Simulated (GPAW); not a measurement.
## In2SSe monolayer: work function by functional and basis

Aim: the work function of both faces of In2SSe monolayer, and its spread over functionals and bases. Where a layer proves gapped, the work function hangs on where the smearing puts the Fermi level, and the band edges take its place.

Main program and level: GPAW 26.7.0; GPAW, PAW setups; layer in a repeated cell with vacuum, relaxation of atoms and in-plane cell, in the first sound run; inputs show where later runs differ.

### Step 1. Starting point

The cell holds 4 atoms: 1 Se, 2 In and 1 S. Cell: a = 4.017 Å, b = 4.017 Å, c = 19.055 Å, α = 90.0°, β = 90.0°, γ = 120.0°. Vacuum lies along c.

As a file:

```
Se In S
1.0
     4.01700    0.00000    0.00000
    -2.00850    3.47882    0.00000
     0.00000    0.00000   19.05550
Se In S
1 2 1
Direct
  0.33333 0.66667 0.36735
  0.00000 0.00000 0.43463
  0.00000 0.00000 0.58367
  0.33333 0.66667 0.63265
```

### Step 2. Relaxing the atoms

Forces are removed first; all later runs use this geometry.

run.py

```python
import json
import numpy as np
from ase import Atoms
from ase.filters import FrechetCellFilter
from ase.optimize import BFGS
from gpaw import GPAW, PW

slab = Atoms(
    ['Se', 'In', 'In', 'S'],
    positions=[
        [-0.00000, 2.31922, 7.00000],
        [0.00000, 0.00000, 8.28208],
        [0.00000, 0.00000, 11.12208],
        [-0.00000, 2.31922, 12.05548]],
    cell=[[4.017, 0.0, 0.0], [-2.0085, 3.47882, 0.0], [0.0, 0.0, 19.0555]],
    pbc=[True, True, True])

slab.calc = GPAW(mode=PW(600), xc='PBE', kpts={'size': (9, 9, 1), 'gamma': True},
                 occupations={'name': 'fermi-dirac', 'width': 0.05}, nbands='160%',
                 convergence={'density': 1e-05}, maxiter=200,
                 symmetry={'tolerance': 1e-3}, txt='slab.txt')
result = {}
# The in-plane cell is free; stress needs a cell that repeats along all three vectors
path = []
opt = BFGS(FrechetCellFilter(slab, mask=[1, 1, 0, 0, 0, 1]), maxstep=0.2)
opt.attach(lambda: path.append((slab.get_potential_energy(), slab.positions.tolist(), slab.get_forces().tolist())))
result['relaxed'] = bool(opt.run(fmax=0.02, steps=45))
result['path'] = path
result['cell'] = slab.cell.tolist()
print('in-plane lattice', slab.cell.cellpar().round(4)[[0, 1, 5]])
energy = slab.get_potential_energy()
fermi = slab.calc.get_fermi_level()
v = slab.calc.get_electrostatic_potential().mean((0, 1)) - fermi
n = slab.calc.get_pseudo_density().mean((0, 1))
L = slab.cell[2, 2]
z = np.arange(len(v)) * L / len(v)
low, high = slab.positions[:, 2].min(), slab.positions[:, 2].max()
below, above = np.interp([low - 4.8, high + 4.8], z, v)
slopes = [np.interp(x, z, np.gradient(v, z)) for x in (low - 4.8, high + 4.8)]
eps = np.array([[slab.calc.get_eigenvalues(k, s) for k in range(len(slab.calc.get_ibz_k_points()))]
                for s in range(slab.calc.get_number_of_spins())]) - fermi
top, bottom = eps[eps < 0].max(), eps[eps > 0].min()
dipole = slab.get_dipole_moment()[2]
print(f'energy {energy:.4f} eV, Fermi level {fermi:.4f} eV, dipole {dipole:.5f} e A')
print(f'potential 4.8 A off the faces, from the Fermi level: lower {below:.4f} eV, upper {above:.4f} eV')
print(f'slope of the potential there: lower {slopes[0]:.5f}, upper {slopes[1]:.5f} eV/A')
print(f'nearest levels on the mesh: {top:.4f} and {bottom:.4f} eV')
print('magnetic moment', round(slab.get_magnetic_moment(), 3))
result.update(energy=energy, fermi=fermi, dipole=dipole, below=below, above=above, slopes=slopes, edges=[top, bottom],
              z=z.tolist(), v=v.tolist(), n=n.tolist(), positions=slab.positions.tolist(),
              forces=slab.get_forces(apply_constraint=False).tolist(), moments=slab.get_magnetic_moments().tolist())
json.dump(result, open('result.json', 'w'))
```

Launch:

```sh
$ OMP_NUM_THREADS=1 OPENBLAS_NUM_THREADS=1 python run.py
```

Output:

```text
Step          Energy          fmax
BFGS:    0      -15.167517        1.066219
BFGS:    1      -15.198894        0.843687
BFGS:    2      -15.249415        0.342413
BFGS:    3      -15.251882        0.276213
BFGS:    4      -15.259553        0.201417
BFGS:    5      -15.260459        0.203432
BFGS:    6      -15.266539        0.148585
BFGS:    7      -15.267623        0.080460
BFGS:    8      -15.267879        0.033812
BFGS:    9      -15.267949        0.034085
BFGS:   10      -15.268078        0.027876
BFGS:   11      -15.268135        0.025322
BFGS:   12      -15.268157        0.011099
in-plane lattice [  3.9932   3.9931 120.    ]
energy -15.2682 eV, Fermi level -1.0480 eV, dipole -0.02592 e A
potential 4.8 A off the faces, from the Fermi level: lower 5.2663 eV, upper 5.3413 eV
slope of the potential there: lower -0.01802, upper -0.01782 eV/A
nearest levels on the mesh: -0.8372 and 0.7019 eV
magnetic moment 0.0
```

Run time: 11 min. Hardware: 1 thread of Arm Neoverse V2, shared host; peak memory 0.45 GiB.

Numbers from this step:

```
dipole along the normal                    : -0.02592 e·Å
levels nearest the Fermi level on the mesh : -0.8372, 0.7019 eV from the Fermi level
```

Electrostatic potential energy of an electron (without an applied field's), less the Fermi level, planar mean against z:

| z (Å) | electrostatic potential energy of an electron (without an applied field's), less the Fermi level, planar mean (eV) |
| --- | --- |
| 0.0 | 5.30 |
| 0.5 | 5.30 |
| 1.0 | 5.29 |
| 1.5 | 5.28 |
| 2.0 | 5.27 |
| 2.5 | 5.26 |
| 3.0 | 5.25 |
| 3.5 | 5.24 |
| 4.0 | 5.23 |
| 4.5 | 5.20 |
| 5.0 | 5.09 |
| 5.5 | 4.65 |
| 6.0 | 2.79 |
| 6.5 | -4.43 |
| 7.0 | -13.3 |
| 7.5 | -6.60 |
| 8.0 | -10.9 |
| 8.5 | -10.2 |
| 9.0 | -1.25 |
| 9.5 | 2.12 |
| 10.0 | 1.44 |
| 10.5 | -3.94 |
| 11.0 | -12.7 |
| 11.5 | -9.20 |
| 12.0 | -10.9 |
| 12.5 | -6.25 |
| 13.0 | 2.42 |
| 13.5 | 4.76 |
| 14.0 | 5.25 |
| 14.5 | 5.35 |
| 15.0 | 5.37 |
| 15.5 | 5.37 |
| 16.0 | 5.36 |
| 16.5 | 5.35 |
| 17.0 | 5.34 |
| 17.5 | 5.33 |
| 18.0 | 5.32 |
| 18.5 | 5.31 |

Table of pseudo valence density, planar mean by z:

```
z (Å)  pseudo valence density, planar mean (e/Å³)
  3.5                                      7.4e-5
  4.0                                      3.2e-4
  4.5                                     0.00141
  5.0                                     0.00622
  5.5                                      0.0274
  6.0                                       0.109
  6.5                                       0.269
  7.0                                       0.206
  7.5                                       0.400
  8.0                                       0.760
  8.5                                       0.713
  9.0                                       0.177
  9.5                                      0.0829
 10.0                                      0.0981
 10.5                                       0.285
 11.0                                       0.949
 11.5                                       0.581
 12.0                                       0.363
 12.5                                       0.285
 13.0                                       0.140
 13.5                                      0.0349
 14.0                                     0.00744
 14.5                                     0.00159
 15.0                                      3.5e-4
 15.5                                      8.0e-5
```

The relaxation lowered the energy of the cell by 0.101 eV (energies extrapolated to zero smearing; the optimiser's log prints free energies). The largest force left on a free atom is 0.011 eV/Å.

### Step 3. The slab's potential

With the geometry fixed, the planar mean of the potential gives the vacuum level on each side.

This step: GPAW, PAW setups; slab in vacuum (GPAW 26.7.0).

The cell differs from the one that the last finished run ended in (c 19.055 → 19.269 Å).

Edit run.py of step 2 so:

```diff
@@ -3,4 +3,2 @@
 from ase import Atoms
-from ase.filters import FrechetCellFilter
-from ase.optimize import BFGS
 from gpaw import GPAW, PW
@@ -10,22 +8,15 @@
     positions=[
-        [-0.00000, 2.31922, 7.00000],
-        [0.00000, 0.00000, 8.28208],
-        [0.00000, 0.00000, 11.12208],
-        [-0.00000, 2.31922, 12.05548]],
-    cell=[[4.017, 0.0, 0.0], [-2.0085, 3.47882, 0.0], [0.0, 0.0, 19.0555]],
-    pbc=[True, True, True])
+        [-0.00000, 2.30545, 7.00000],
+        [-0.00000, -0.00000, 8.32022],
+        [-0.00000, -0.00000, 11.13623],
+        [-0.00000, 2.30545, 12.26863]],
+    cell=[[3.99315, -0.0, 0.0], [-1.99658, 3.45817, 0.0], [0.0, 0.0, 19.2686]],
+    pbc=[True, True, False])
 
-slab.calc = GPAW(mode=PW(600), xc='PBE', kpts={'size': (9, 9, 1), 'gamma': True},
+slab.calc = GPAW(mode=PW(400), xc='PBE', kpts={'size': (9, 9, 1), 'gamma': True},
                  occupations={'name': 'fermi-dirac', 'width': 0.05}, nbands='160%',
                  convergence={'density': 1e-05}, maxiter=200,
+                 poissonsolver={'dipolelayer': 'xy'},
                  symmetry={'tolerance': 1e-3}, txt='slab.txt')
 result = {}
-# The in-plane cell is free; stress needs a cell that repeats along all three vectors
-path = []
-opt = BFGS(FrechetCellFilter(slab, mask=[1, 1, 0, 0, 0, 1]), maxstep=0.2)
-opt.attach(lambda: path.append((slab.get_potential_energy(), slab.positions.tolist(), slab.get_forces().tolist())))
-result['relaxed'] = bool(opt.run(fmax=0.02, steps=45))
-result['path'] = path
-result['cell'] = slab.cell.tolist()
-print('in-plane lattice', slab.cell.cellpar().round(4)[[0, 1, 5]])
 energy = slab.get_potential_energy()
```

Output:

```text
energy -14.9583 eV, Fermi level -1.0969 eV, dipole -0.01651 e A
potential 4.8 A off the faces, from the Fermi level: lower 5.1991 eV, upper 5.4156 eV
slope of the potential there: lower -0.00014, upper 0.00015 eV/A
nearest levels on the mesh: -0.8360 and 0.7004 eV
magnetic moment 0.0
```

The job ended after 29 s (1 thread; peak memory 0.22 GiB).

Numbers from this step:

* dipole along the normal: -0.01651 e·Å
* levels nearest the Fermi level on the mesh: -0.8360, 0.7004 eV from the Fermi level
* upper work function: 5.416 eV
* lower work function: 5.199 eV
* upper ionisation energy: 6.252 eV

The electrostatic potential energy of an electron (without an applied field's), less the Fermi level, planar mean oscillates, so the rows of the table below give means over windows of 1 Å about each position, cut where the curve ends. Its maxima inside the range that stand out by 2 % of the span (Å: eV): 7.6: -6.48, 9.7: 2.31, 11.8: -8.11. Its minima: 7.1: -13.4, 8.3: -12.9, 11.1: -13.1, 12.2: -12.2.

The electrostatic potential energy of an electron (without an applied field's), less the Fermi level, planar mean by z; means over each step:

```
z (Å)  electrostatic potential energy of an electron (without an applied field's), less the Fermi level, planar mean (eV)
    0                                                                                                                5.24
    1                                                                                                                5.20
    2                                                                                                                5.20
    3                                                                                                                5.20
    4                                                                                                                5.19
    5                                                                                                                5.05
    6                                                                                                                2.43
    7                                                                                                               -9.74
    8                                                                                                               -9.71
    9                                                                                                               -3.19
   10                                                                                                                1.02
   11                                                                                                               -9.81
   12                                                                                                               -9.86
   13                                                                                                               0.556
   14                                                                                                                5.17
   15                                                                                                                5.40
   16                                                                                                                5.41
   17                                                                                                                5.42
   18                                                                                                                5.42
   19                                                                                                                5.40
```

The pseudo valence density, planar mean oscillates, so the rows of the table below give means over windows of 1 Å about each position, cut where the curve ends. Its maxima inside the range that stand out by 2 % of the span (Å: e/Å³): 6.6: 0.276, 8.3: 0.998, 11.1: 1.02. Its minima: 7.1: 0.190, 9.6: 0.0797.

Pseudo valence density, planar mean against z; means over each step:

```csv
z (Å),"pseudo valence density, planar mean (e/Å³)"
3,2.2e-5
4,3.8e-4
5,0.00757
6,0.112
7,0.263
8,0.672
9,0.302
10,0.114
11,0.694
12,0.406
13,0.166
14,0.0133
15,6.5e-4
16,3.3e-5
```

The layer is gapped, so the Fermi level lies somewhere inside the gap, set by smearing and numerics, and these work functions are no property of the material; the band edges below the vacuum level are. The potential is flat to 1.5e-4 eV/Å where it is read, so the vacuum is wide enough.

### Step 4. Self-consistent run: xc = "vdW-DF2"

The same geometry under vdW-DF2, to see how far the functional moves the levels against the vacuum (the van der Waals functionals take revPBE setups).

Edit run.py of step 3 so:

```diff
@@ -15,3 +15,3 @@
 
-slab.calc = GPAW(mode=PW(400), xc='PBE', kpts={'size': (9, 9, 1), 'gamma': True},
+slab.calc = GPAW(mode=PW(400), xc='vdW-DF2', kpts={'size': (9, 9, 1), 'gamma': True},
                  occupations={'name': 'fermi-dirac', 'width': 0.05}, nbands='160%',
```

Output:

```text
energy -302.3364 eV, Fermi level -1.3863 eV, dipole -0.01930 e A
potential 4.8 A off the faces, from the Fermi level: lower 5.6151 eV, upper 5.8682 eV
slope of the potential there: lower -0.00049, upper 0.00035 eV/A
nearest levels on the mesh: -0.7708 and 0.6379 eV
magnetic moment 0.0
```

The job ended after 38 s (1 thread; peak memory 0.41 GiB).

This step gave:

- dipole along the normal: -0.01930 e·Å
- levels nearest the Fermi level on the mesh: -0.7708, 0.6379 eV from the Fermi level
- upper work function: 5.868 eV
- lower work function: 5.615 eV
- upper ionisation energy: 6.639 eV

The electrostatic potential energy of an electron (without an applied field's), less the Fermi level, planar mean oscillates, so the rows of the table below give means over windows of 1 Å about each position, cut where the curve ends. Its maxima inside the range that stand out by 2 % of the span (Å: eV): 7.6: -6.45, 9.7: 2.21, 11.8: -7.96. Its minima: 7.1: -13.3, 8.3: -12.9, 11.1: -13.0, 12.2: -12.0.

The electrostatic potential energy of an electron (without an applied field's), less the Fermi level, planar mean by z; means over each step:

```
z (Å)  electrostatic potential energy of an electron (without an applied field's), less the Fermi level, planar mean (eV)
    0                                                                                                                5.66
    1                                                                                                                5.62
    2                                                                                                                5.62
    3                                                                                                                5.61
    4                                                                                                                5.60
    5                                                                                                                5.43
    6                                                                                                                2.68
    7                                                                                                               -9.64
    8                                                                                                               -9.70
    9                                                                                                               -3.22
   10                                                                                                               0.960
   11                                                                                                               -9.76
   12                                                                                                               -9.69
   13                                                                                                               0.847
   14                                                                                                                5.58
   15                                                                                                                5.85
   16                                                                                                                5.87
   17                                                                                                                5.87
   18                                                                                                                5.87
   19                                                                                                                5.85
```

Table of pseudo valence density, planar mean by z:

```csv
z (Å),"pseudo valence density, planar mean (e/Å³)"
0.00,0
0.43,0
1.07,1.9e-6
1.50,2.6e-6
2.14,2.7e-6
2.57,7.9e-6
3.00,2.2e-5
3.64,1.3e-4
4.07,4.1e-4
4.71,0.00249
5.14,0.00833
5.57,0.0280
6.21,0.154
6.64,0.276
7.28,0.325
7.71,0.423
8.14,0.867
8.78,0.379
9.21,0.132
9.85,0.0779
10.28,0.139
10.92,0.769
11.35,0.856
11.78,0.455
12.42,0.283
12.85,0.218
13.49,0.0434
13.92,0.0123
14.34,0.00349
14.99,5.3e-4
15.41,1.5e-4
16.06,2.6e-5
16.49,9.5e-6
16.91,4.2e-6
17.56,0
17.98,0
18.63,1.3e-6
19.05,1.3e-6
```

Force by atom:

```csv
atom,x (eV/Å),y (eV/Å),z (eV/Å),size
Se1,0.000,0.000,-0.594,0.594
In2,0.000,0.000,0.181,0.181
In3,0.000,0.000,-0.077,0.077
S4,0.000,0.000,0.487,0.487
```

The highest filled level lies 0.771 eV under the Fermi level, so the ionisation energy from the upper face is 5.868 + 0.771 = 6.639 eV, against 6.252 eV in the base run.

### Step 5. Self-consistent run: xc = "LDA"

The same geometry under LDA, to see how far the functional moves the levels against the vacuum.

Edit run.py of step 4 so:

```diff
@@ -15,3 +15,3 @@
 
-slab.calc = GPAW(mode=PW(400), xc='vdW-DF2', kpts={'size': (9, 9, 1), 'gamma': True},
+slab.calc = GPAW(mode=PW(400), xc='LDA', kpts={'size': (9, 9, 1), 'gamma': True},
                  occupations={'name': 'fermi-dirac', 'width': 0.05}, nbands='160%',
```

Output:

```text
energy -17.1788 eV, Fermi level -1.4225 eV, dipole -0.01531 e A
potential 4.8 A off the faces, from the Fermi level: lower 5.4980 eV, upper 5.6988 eV
slope of the potential there: lower -0.00013, upper 0.00014 eV/A
nearest levels on the mesh: -0.7490 and 0.6147 eV
magnetic moment 0.0
```

Run time: 28 s. Hardware: 1 thread; peak memory 0.22 GiB.

Numbers from this step:

```
dipole along the normal                    : -0.01531 e·Å
levels nearest the Fermi level on the mesh : -0.7490, 0.6147 eV from the Fermi level
upper work function                        : 5.699 eV
lower work function                        : 5.498 eV
upper ionisation energy                    : 6.448 eV
```

The highest filled level lies 0.749 eV under the Fermi level, so the ionisation energy from the upper face is 5.699 + 0.749 = 6.448 eV, against 6.252 eV in the base run.

### Step 6. Self-consistent run: xc = "revPBE"

The same geometry under revPBE, to see how far the functional moves the levels against the vacuum.

Edit run.py of step 5 so:

```diff
@@ -15,3 +15,3 @@
 
-slab.calc = GPAW(mode=PW(400), xc='LDA', kpts={'size': (9, 9, 1), 'gamma': True},
+slab.calc = GPAW(mode=PW(400), xc='revPBE', kpts={'size': (9, 9, 1), 'gamma': True},
                  occupations={'name': 'fermi-dirac', 'width': 0.05}, nbands='160%',
```

Output:

```text
energy -13.9312 eV, Fermi level -0.9763 eV, dipole -0.01648 e A
potential 4.8 A off the faces, from the Fermi level: lower 5.0798 eV, upper 5.2958 eV
slope of the potential there: lower -0.00015, upper 0.00015 eV/A
nearest levels on the mesh: -0.8740 and 0.7374 eV
magnetic moment 0.0
```

It took 29 s on 1 thread; peak memory 0.23 GiB.

Numbers from this step:

```yaml
dipole_along_the_normal: -0.01648 e·Å
levels_nearest_the_fermi_level_on_the_mesh: -0.8740, 0.7374 eV from the Fermi level
upper_work_function: 5.296 eV
lower_work_function: 5.080 eV
upper_ionisation_energy: 6.170 eV
```

The highest filled level lies 0.874 eV under the Fermi level, so the ionisation energy from the upper face is 5.296 + 0.874 = 6.170 eV, against 6.252 eV in the base run.

[end of part 1 of 2]

[Logs are printed without paths, hosts, clocks, repeated set-up lines and the standing remarks that a program may print on its own settings, such as how far it seeks lower states.]

[Hosts, paths, dates, database ids (printed as entryN), source tags and the programs' standing remarks are cut or masked in the printed files.]
